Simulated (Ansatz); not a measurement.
# SnO2 (Cassiterite, P4_2/mnm): thermal expansion from first principles

How much does SnO2 (Cassiterite) expand with temperature?

Program: Ansatz 0.2.0. Level of theory: DFT LDA, scalar-relativistic, plane waves, PAW; PAW set soft_1. Results are calculated unless marked as measured.

**1. The structure**

It takes space group P4_2/mnm (No. 136, tetragonal). Conventional cell: a = 4.738 Å, b = 4.738 Å, c = 3.187 Å, α = 90.00°, β = 90.00°, γ = 90.00°. Sn has 6 O at 2.05 to 2.06 Å nearest. Nearest to O lie 3 Sn at 2.05 to 2.06 Å. Farther neighbours and most contacts between anions are not listed.

**2. A first coarse run**

Before spending time, one coarse run tells the gap and the pressure of the starting cell.

Input file input.yaml:

```yaml
crystal:
  lattice:
    - [4.738, 0.0, 0.0]
    - [0.0, 4.738, 0.0]
    - [0.0, 0.0, 3.1865]
  atoms:
    - { symbol: Sn, position: [0.0, 0.0, 0.0] }
    - { symbol: Sn, position: [0.5, 0.5, 0.5] }
    - { symbol: O, position: [0.3071, 0.3071, 0.0] }
    - { symbol: O, position: [0.1929, 0.8071, 0.5] }
    - { symbol: O, position: [0.6929, 0.6929, 0.0] }
    - { symbol: O, position: [0.8071, 0.1929, 0.5] }
kpoints:
  mp_grid: { grid: [4, 4, 6] }
hamiltonian:
  xc: lda
  pseudopotentials: { kind: paw, azcp: { folder: soft_1 }, xc_functional: pbe }
scf:
  occupations: { method: gaussian, width: 0.1 }
  lower_state_search: "off"
output:
  forces: true
  stress: true
  eigenvalues: true
```

Run with:

```sh
ansatz run input.yaml --threads 18 --pin off --max-ram 92160MiB --backend cuda --events-out ev --progress --plain --runs-dir out
```

Numbers of over 12 decimals in the logs are rounded to 6 here.

Output:

```text
Engine: ansatz 0.2.0, aarch64-unknown-linux-gnu
Pseudopotentials: kind: paw
Pseudopotential: Sn, paw, valence charge 14, recommended cutoff 420 eV (normal), soft_1/Sn.paw.azcp
Pseudopotential: O, paw, valence charge 6, recommended cutoff 420 eV (normal), soft_1/O.paw.azcp
Functional definition: SPW92
  exchange = slater_x
  correlation = pw_c
device memory: the entry about to start is reckoned to put 1.2 GiB on a device that reports 182.5 GiB free
GPU FFT provider: cuFFT
GPU libraries: cuBLAS 13.8.1, cuFFT 12.4.0, cuSOLVER 12.3.2
GPU matrix products: emulated (plane waves: as basis.precision tells), large ones in fixed point in workspaces of 1.00 GiB
Crystal: 6 atoms, lattice volume = 71.533 Å³
Basis set: ecut = 420 eV, 1411 PW (Γ)
Bands: 32, of which v1, the nominal top of the filled ones, is band 26 counted from 1 (25 counted from 0)
Symmetry: 16 space group operations
Space group: P42/mnm (ITA 136), of the structure as read, at distance tolerance 4.2e-5 Å
k-points: 24 of 96
Non-local potential: Sn, projectors of the file, l = 0: 2, l = 1: 2, l = 2: 2, l = 3: 1
Non-local potential: O, projectors of the file, l = 0: 2, l = 1: 2, l = 2: 1
PAW form: soft (Blöchl's): semilocal exchange-correlation on the pseudo side does not see the compensation charge
PAW frozen core: Sn, regenerated for the run's functional, and the local potential with it (the file was generated under x = pbe(κ = 0.804, μ = 0.219515), c = pbe(β = 0.066725))
PAW frozen core: O, regenerated for the run's functional, and the local potential with it (the file was generated under x = pbe(κ = 0.804, μ = 0.219515), c = pbe(β = 0.066725))
PAW one-centre angular grid: Sn, 590 points (default); XC on 64 Gauss nodes
PAW one-centre angular grid: O, 110 points (default); XC on 64 Gauss nodes
Initial density: superposition of atomic densities (chi_scale 0.1, normalization cell, long waves kept (reshape's long-wave potential 0.00 eV rms))
Initial wavefunctions: pseudopotential atomic-orbital guess
GPU buffer pool allocated for 24576 grid points (all kernels)
GPU transforms: local potential and band sums: pruned to the plane-wave sphere, on 32×32×24
Functional: x = slater, c = lda
SCF iter   1: F=—  HF=-13981.254370 eV  |F-HF|=—  |Δ(HF+E_count)|=         —  Δρ=6.92e-2  dr2=2.59e0  ethr=3.10e-3  ⟨swp⟩=6.2  Hψ=3555  notcnv=0
preconditioner: auto → Resta (q_TF=auto, 2.587 Å⁻¹)  ε∞=3.5  [insulator: Δε(μ)=1.575 eV  Ē_g=19.952 eV  σ=0.100 eV  W_gap=1.00  n_scr=18 (ndim 8)  ℏωp=31.7 eV  f_vac=0.000  D(μ)=0.00/eV (n_scr^D=0)  ε∞_Penn≈3.5]
SCF iter   2: F=—  HF=-13980.713221 eV  |F-HF|=—  |Δ(HF+E_count)|=   5.41e-1  Δρ=3.48e-2  dr2=6.47e-1  ethr=3.10e-3  ⟨swp⟩=3.0  Hψ=1679  notcnv=0  defer=48
SCF iter   3: F=—  HF=-13980.536822 eV  |F-HF|=—  |Δ(HF+E_count)|=   1.76e-1  Δρ=4.81e-3  dr2=1.46e-2  ethr=1.24e-3  ⟨swp⟩=2.4  Hψ=1196  notcnv=0  defer=48
SCF iter   4: F=—  HF=-13980.535861 eV  |F-HF|=—  |Δ(HF+E_count)|=   9.60e-4  Δρ=1.01e-3  dr2=4.42e-4  ethr=2.82e-5  ⟨swp⟩=2.8  Hψ=1305  notcnv=0
automatic band count: iteration 4 solves 30 bands in place of 32: the levels show a gap, and the empty bands left out lie too high to hold charge; the band table lists the bands solved (type scf.n_extra_bands for more)
SCF iter   5: F=—  HF=-13980.535843 eV  |F-HF|=—  |Δ(HF+E_count)|=   1.85e-5  Δρ=2.10e-4  dr2=2.44e-5  ethr=8.51e-7  ⟨swp⟩=2.0  Hψ=999  notcnv=0
SCF iter   6: F=—  HF=-13980.536037 eV  |F-HF|=—  |Δ(HF+E_count)|=   1.94e-4  Δρ=4.64e-5  dr2=1.49e-6  ethr=4.70e-8  ⟨swp⟩=2.0  Hψ=1084  notcnv=0
SCF iter   7: F=-13980.536036 eV  HF=-13980.536036 eV  |F-HF|=4.09e-9  |Δ(HF+E_count)|=   6.85e-7  Δρ=8.55e-6  dr2=5.25e-8  ethr=1.92e-10  ⟨swp⟩=7.8  Hψ=3635  notcnv=0
SCF 1 converged in 7 iterations: F = -13980.536036 eV  dr2 = 5.25e-8
  greatest PAW one-centre occupation: 0.997 electrons in one spin orbital (limit 2), on the Sn atom at site 0 (counted from 0), in its partial waves of l = 2
SCF converged after 7 iterations
Free energy (F): -13980.536036 eV
Harris-Foulkes:  -13980.536036 eV  (|F-HF|=4.09e-9)
Internal energy: -13980.536036 eV  (E = F + TS)
E sigma→0 (E₀):  -13980.536036 eV
Fermi energy:    9.765453 eV
--- Per-component energies (eV) ---
  E_band       = -129.291726
  E_kinetic    = 1016.744560
  E_local      = -3173.224300  (includes V_loc(G=0)·N_el)
  E_nonlocal   = 518.386559
  E_hartree    = 1436.796857
  E_xc         = -529.892514
  E_vxc        = -523.022187  (∫ρ·V_xc dr)
  E_paw        = -9067.736888  (= ΣΔE_a)
  E_vpaw       = -841.771564  (= ΣTr[D̂ρ^β])
  E_aug_tail   = 0.004001  (compensation charges beyond the density's cutoff)
  E_ewald      = -4182.851779
  E_core_change = 1.237468  (= ΣΔE_core)
  E_smearing   = -0.000000  (= −TS)
  E_closure    = -0.000000  (closes the sum)
  Σ components = -13980.536036   (vs F -13980.536036, Δ=0.00e0)
--- Forces (eV/Å), atoms counted from 1 ---
  atom   1  Sn    -0.00000000    -0.00000000     0.00000000
  atom   2  Sn    -0.00000000    -0.00000000    -0.00000000
  atom   3  O     -0.10350362    -0.10350362     0.00000000
  atom   4  O      0.10350362    -0.10350362    -0.00000000
  atom   5  O      0.10350362     0.10350362    -0.00000000
  atom   6  O     -0.10350362     0.10350362     0.00000000
  max |Σ_I F_I| component: 4.16e-17 eV/Å
--- Stress (GPa, compression-positive) ---
       -1.370754       0.000000       0.000000
        0.000000      -1.370754       0.000000
        0.000000       0.000000      -0.459256
  P = ⅓ Tr σ = -1.0669 GPa (-10.669 kbar)
--- Band table (eV; the first three rows and the last of 24) ---
  k-point 0: bands = [... 22 lower, 7.9417, 8.3985, 8.3985, 9.1957, 10.3352, 15.1100, 15.3133, 15.3133]
  k-point 1: bands = [... 22 lower, 7.0014, 8.4215, 8.4215, 8.9595, 11.8325, 15.6187, 16.4021, 16.4021]
  k-point 2: bands = [... 22 lower, 6.7278, 8.1876, 8.1876, 8.3252, 13.8573, 15.9277, 17.7698, 18.3727]
  k-point 23: bands = [... 22 lower, 8.2013, 8.2013, 8.3526, 8.3526, 13.9138, 13.9138, 17.8004, 17.8004]
```

It took 1.4 s on 1 × NVIDIA GB200 with 18 threads of Arm Neoverse V2, shared host; peak memory 1.1 GiB; 2.1 s of CPU time.

A gap read on the k-mesh alone can miss the band edges.

Numbers from this step:

```yaml
pressure: -1.067 GPa
gap_on_the_k_mesh: 1.139 eV
volume_per_atom: 11.92 Å³/atom
```

Force by atom:

```
atom  x (eV/Å)  y (eV/Å)  z (eV/Å)   size
 Sn1     0.000     0.000     0.000  0.000
 Sn2     0.000     0.000     0.000  0.000
  O3    -0.104    -0.104     0.000  0.146
  O4     0.104    -0.104     0.000  0.146
  O5     0.104     0.104     0.000  0.146
  O6    -0.104     0.104     0.000  0.146
```

The start is under -1.1 GPa at this level and looks like an insulator or semiconductor on this mesh.

**3. Finding the static equilibrium**

Phonons are second derivatives about a minimum, so cell and atoms are relaxed first, inside the symmetry of the start.

Edit input.yaml of step 2 so:

```diff
@@ -13,3 +13,3 @@
 kpoints:
-  mp_grid: { grid: [4, 4, 6] }
+  mp_grid: { grid: [6, 6, 8] }
 hamiltonian:
@@ -18,3 +18,3 @@
 scf:
-  occupations: { method: gaussian, width: 0.1 }
+  occupations: { method: gaussian, width: 0.02 }
   lower_state_search: "off"
@@ -24 +24,6 @@
   eigenvalues: true
+relax:
+  adjacent_minimum: "off"
+  f_tol: 0.005
+  max_steps: 80
+  cell: { stress_tol: 0.05 }
```

Output:

```text
[...]
Crystal: 6 atoms, lattice volume = 71.533 Å³
Basis set: ecut = 420 eV, 1411 PW (Γ)
Bands: 32, of which v1, the nominal top of the filled ones, is band 26 counted from 1 (25 counted from 0)
Symmetry: 16 space group operations
[...]
k-points: 50 of 288
[...]
SCF iter   1: F=—  HF=-13981.255052 eV  |F-HF|=—  |Δ(HF+E_count)|=         —  Δρ=6.93e-2  dr2=2.60e0  ethr=3.10e-3  ⟨swp⟩=6.6  Hψ=7213  notcnv=0
[...]
SCF iter   2: F=—  HF=-13980.713803 eV  |F-HF|=—  |Δ(HF+E_count)|=   5.41e-1  Δρ=3.47e-2  dr2=6.44e-1  ethr=3.10e-3  ⟨swp⟩=3.0  Hψ=3499  notcnv=0  defer=100
[...]
SCF iter   7: F=-13980.537506 eV  HF=-13980.537506 eV  |F-HF|=1.74e-9  |Δ(HF+E_count)|=   3.99e-7  Δρ=6.94e-6  dr2=3.57e-8  ethr=1.92e-10  ⟨swp⟩=11.6  Hψ=8383  notcnv=0
SCF 1 converged in 7 iterations: F = -13980.537506 eV  dr2 = 3.57e-8
[...]
relax step   1: F+E_penalty+E_count = -13980.53750567 eV  Δ(F+E_penalty+E_count) = +0.000e0 eV  max|allowed force component| = 1.038e-1 eV/Å  Δτ_max = 0.0000 Å  P = -1.045 GPa  Ω = 71.533 Å³  (7 SCF iters, dr2 threshold 1.00e-7 eV, accepted)
[...]
Crystal: 6 atoms, lattice volume = 71.148 Å³
[...]
iter 1 solved again at ethr=1.44e-6 eV; its pass at ethr=3.10e-3 eV (dr2=7.49e-4 eV) is discarded
[...]
SCF iter   2: F=—  HF=-13980.542096 eV  |F-HF|=—  |Δ(HF+E_count)|=   1.17e-4  Δρ=4.52e-4  dr2=7.90e-5  ethr=1.39e-6  ⟨swp⟩=2.0  Hψ=2181  notcnv=0
[...]
SCF iter   4: F=-13980.542181 eV  HF=-13980.542181 eV  |F-HF|=7.12e-8  |Δ(HF+E_count)|=   4.64e-6  Δρ=2.43e-5  dr2=3.86e-7  ethr=1.15e-9  ⟨swp⟩=5.2  Hψ=8130  notcnv=0
SCF 2 converged in 4 iterations: F = -13980.542181 eV  dr2 = 3.86e-7
[...]
relax step   2: F+E_penalty+E_count = -13980.54218061 eV  Δ(F+E_penalty+E_count) = -4.675e-3 eV  max|allowed force component| = 3.850e-2 eV/Å  Δτ_max = 0.0050 Å  P = -0.041 GPa  Ω = 71.148 Å³  energy of the carried Pulay correction = +1.323e-3 eV  (4 SCF iters, dr2 threshold 6.00e-7 eV, accepted)
[...]
relax step   3: F+E_penalty+E_count = -13980.54345161 eV  Δ(F+E_penalty+E_count) = -1.271e-3 eV  max|allowed force component| = 9.298e-3 eV/Å  Δτ_max = 0.0015 Å  P = +0.141 GPa  Ω = 71.026 Å³  energy of the carried Pulay correction = +1.744e-3 eV  (4 SCF iters, dr2 threshold 6.00e-7 eV, accepted)
[...]
relax step   4: F+E_penalty+E_count = -13980.54335227 eV  Δ(F+E_penalty+E_count) = +9.933e-5 eV  max|allowed force component| = 3.151e-3 eV/Å  Δτ_max = 0.0006 Å  P = -0.028 GPa  Ω = 71.067 Å³  energy of the carried Pulay correction = +1.602e-3 eV  (4 SCF iters, dr2 threshold 1.91e-7 eV, accepted)
[...]
relax step   5: F+E_penalty+E_count = -13980.54171672 eV  Δ(F+E_penalty+E_count) = +1.636e-3 eV  max|allowed force component| = 3.068e-3 eV/Å  Δτ_max = 0.0000 Å  P = -0.067 GPa  Ω = 71.067 Å³  stress off target by 7.24e-2 GPa  SCF on the basis re-selected at this cell (its energy is not comparable with the rows above)  (5 SCF iters)
[...]
relax step   6: F+E_penalty+E_count = -13980.54179558 eV  Δ(F+E_penalty+E_count) = -7.886e-5 eV  max|allowed force component| = 1.166e-5 eV/Å  Δτ_max = 0.0002 Å  P = -0.001 GPa  Ω = 71.046 Å³  energy of the carried Pulay correction = +7.312e-5 eV  (4 SCF iters, dr2 threshold 1.31e-8 eV, accepted)
[...]
SCF 7 converged in 4 iterations: F = -13980.541737 eV  dr2 = 3.42e-11
relax step   7: F+E_penalty+E_count = -13980.54173664 eV  Δ(F+E_penalty+E_count) = +5.893e-5 eV  max|allowed force component| = 2.060e-5 eV/Å  Δτ_max = 0.0000 Å  P = -0.002 GPa  Ω = 71.046 Å³  stress off target by 2.10e-3 GPa  SCF on the basis re-selected at this cell (its energy is not comparable with the rows above)  (4 SCF iters)
basis re-selected at this cell: Δ(F+E_penalty+E_count) = +5.893e-5 eV, ΔP = -0.001 GPa vs the last step (what re-selecting the basis moved, of the pressure what is left beyond the Pulay correction that the steps carried, after the strain that the cell walked since its last selection, with what the two solves' SCF thresholds leave and, on support functions, any second-order correction that the steps lacked; it is no m [...]
SCF converged after 4 iterations
Free energy (F): -13980.541737 eV
[...]
Internal energy: -13980.541737 eV  (E = F + TS)
E sigma→0 (E₀):  -13980.541737 eV
Fermi energy:    9.895364 eV
[...]
--- Forces (eV/Å), atoms counted from 1 ---
  atom   1  Sn     0.00000000     0.00000000     0.00000000
  atom   2  Sn    -0.00000000     0.00000000     0.00000000
  atom   3  O     -0.00002060    -0.00002060    -0.00000000
  atom   4  O      0.00002060    -0.00002060    -0.00000000
  atom   5  O      0.00002060     0.00002060     0.00000000
  atom   6  O     -0.00002060     0.00002060     0.00000000
  max |Σ_I F_I| component: 3.47e-18 eV/Å
--- Stress (GPa, compression-positive) ---
       -0.002097      -0.000000       0.000000
       -0.000000      -0.002097       0.000000
        0.000000       0.000000      -0.000905
  P = ⅓ Tr σ = -0.0017 GPa (-0.017 kbar)
--- Band table (eV; the first three rows and the last of 50) ---
  k-point 0: bands = [... 22 lower, 8.0375, 8.5021, 8.5021, 9.3033, 10.4874, 15.2735, 15.4131, 15.4131, ... 2 higher]
  k-point 1: bands = [... 22 lower, 7.4484, 8.5374, 8.5374, 9.1664, 11.4475, 15.5956, 16.0694, 16.0694, ... 2 higher]
  k-point 2: bands = [... 22 lower, 6.7767, 8.4357, 8.4357, 8.7799, 13.0429, 16.0746, 17.5047, 17.5047, ... 2 higher]
  k-point 49: bands = [... 22 lower, 8.3185, 8.3185, 8.4584, 8.4584, 14.0331, 14.0331, 17.9766, 17.9766, ... 2 higher]
--- Relaxed structure (5 steps of the walk, 5 accepted, 2 SCFs on fresh bases) ---
  F+E_penalty+E_count = -13980.54173664 eV   max|allowed force component| = 2.060e-5 eV/Å   (the final SCF, on the basis selected at the relaxed cell)
  cell:  # Å, volume = 71.0463 Å³
    - [4.720187, 0, 0]
    - [0, 4.720187, 0]
    - [0, 0, 3.188766]
  atoms:
    - { symbol: Sn, position: [0, 0, 0] }
    - { symbol: Sn, position: [0.5, 0.5, 0.500000] }
    - { symbol: O, position: [0.306075, 0.306075, 0] }
    - { symbol: O, position: [0.193925, 0.806075, 0.500000] }
    - { symbol: O, position: [0.693925, 0.693925, 0] }
    - { symbol: O, position: [0.806075, 0.193925, 0.500000] }
```

Elapsed: 4.3 s, on 1 × NVIDIA GB200 with 18 threads; peak memory 1.1 GiB.

Step by step:

```
step  energy less that of the first step (eV)  largest force component (eV/Å)  pressure (GPa)  volume (Å³)
   1                                   0.0000                          0.1038           -1.05        71.53
   2                                  -0.0047                          0.0385           -0.04        71.15
   3                                  -0.0059                          0.0093            0.14        71.03
   4                                  -0.0058                          0.0032           -0.03        71.07
   5                                  -0.0042                          0.0031           -0.07        71.07
   6                                  -0.0043                          0.0000            0.00        71.05
  7*                                  -0.0042                          0.0000            0.00        71.05
```

Relaxation steps marked * repeat the geometry before them on a plane-wave basis chosen anew for their cell, so energy and pressure can jump there. The log counts 2 steps on a newly chosen plane-wave basis, not all of them marked here; energy and pressure can jump at such steps.

The run keeps the 16 symmetry operations that it works with, so distortions that break them were not tested.

```
conventional cell, symmetrised  before  after  change
                         a (Å)   4.738  4.720  -0.4 %
                         b (Å)   4.738  4.720  -0.4 %
                         c (Å)   3.187  3.189  +0.1 %
              volume (Å³/atom)   11.92  11.84  -0.7 %
```

Numbers from this step:

```yaml
pressure: -0.001700 GPa
gap_on_the_k_mesh: 1.184 eV
volume_per_atom: 11.84 Å³/atom
```

The relaxation ends with a largest force component of 2.1e-5 eV/Å and a pressure of 0.00 GPa.

**4. Tight relaxation**

The relaxation is repeated with tighter thresholds on force and stress, since phonons are sensitive to what is left; a change of mesh or smearing in the input moves the cell too.

input.yaml, the sections that differ from step 3:

```yaml
crystal:
  lattice:
    - [4.720187475, 0.0, 0.0]
    - [0.0, 4.720187475, 0.0]
    - [0.0, 0.0, 3.1887663524]
  atoms:
    - { symbol: Sn, position: [0.0, 0.0, 0.0] }
    - { symbol: Sn, position: [0.5, 0.5, 0.5] }
    - { symbol: O, position: [0.3060749531, 0.3060749531, 0.0] }
    - { symbol: O, position: [0.1939250469, 0.8060749531, 0.5] }
    - { symbol: O, position: [0.6939250469, 0.6939250469, 0.0] }
    - { symbol: O, position: [0.8060749531, 0.1939250469, 0.5] }
scf:
  occupations: { method: fixed }
  lower_state_search: "off"
relax:
  adjacent_minimum: "off"
  f_tol: 0.001
  max_steps: 60
  cell: { stress_tol: 0.01 }
# kpoints, hamiltonian, output: as in step 3
```

Output:

```text
[...]
GPU FFT provider: cuFFT
GPU libraries: cuBLAS 13.8.1, cuFFT 12.4.0, cuSOLVER 12.3.2
[...]
Crystal: 6 atoms, lattice volume = 71.046 Å³
Basis set: ecut = 420 eV, 1411 PW (Γ)
Bands: 32, of which v1, the nominal top of the filled ones, is band 26 counted from 1 (25 counted from 0)
Symmetry: 16 space group operations
[...]
k-points: 50 of 288
[...]
cell:  # Å, volume = 71.0463 Å³
    - [4.720187475, 0.0, 0.0]
    - [0.0, 4.720187475, 0.0]
    - [0.0, 0.0, 3.1887663524]
  atoms:
    - { symbol: Sn, position: [0.0, 0.0, 0.0] }
    - { symbol: Sn, position: [0.5, 0.5, 0.5] }
    - { symbol: O, position: [0.3060749531, 0.3060749531, 0.0] }
    - { symbol: O, position: [0.1939250469, 0.8060749531, 0.5] }
    - { symbol: O, position: [0.6939250469, 0.6939250469, 0.0] }
    - { symbol: O, position: [0.8060749531, 0.1939250469, 0.5] }
[key lines of the parts left out:]
SCF converged after 6 iterations
Free energy (F): -13980.541737 eV
Fermi energy:    9.303328 eV
P = ⅓ Tr σ = -0.0017 GPa (-0.017 kbar)
```

Run time: 2.1 s. Hardware: 1 × NVIDIA GB200 with 18 threads; peak memory 1.1 GiB.

Little changed from the start: no atom moved by 0.005 Å and no cell edge by 0.1 %.

Numbers from this step:

```yaml
pressure: -0.001697 GPa
```

The residual pressure is -0.0017 GPa, small enough for phonons.

(Continued in part 2 of 2.)

[Logs are printed without paths, hosts, clocks, repeated set-up lines and the standing remarks that a program may print on its own settings, such as how far it seeks lower states.]

[Hosts, paths, dates, database ids (printed as entryN), source tags and the programs' standing remarks are cut or masked in the printed files.]

[A step with changed settings may run another functional than the one named; its input shows which.]
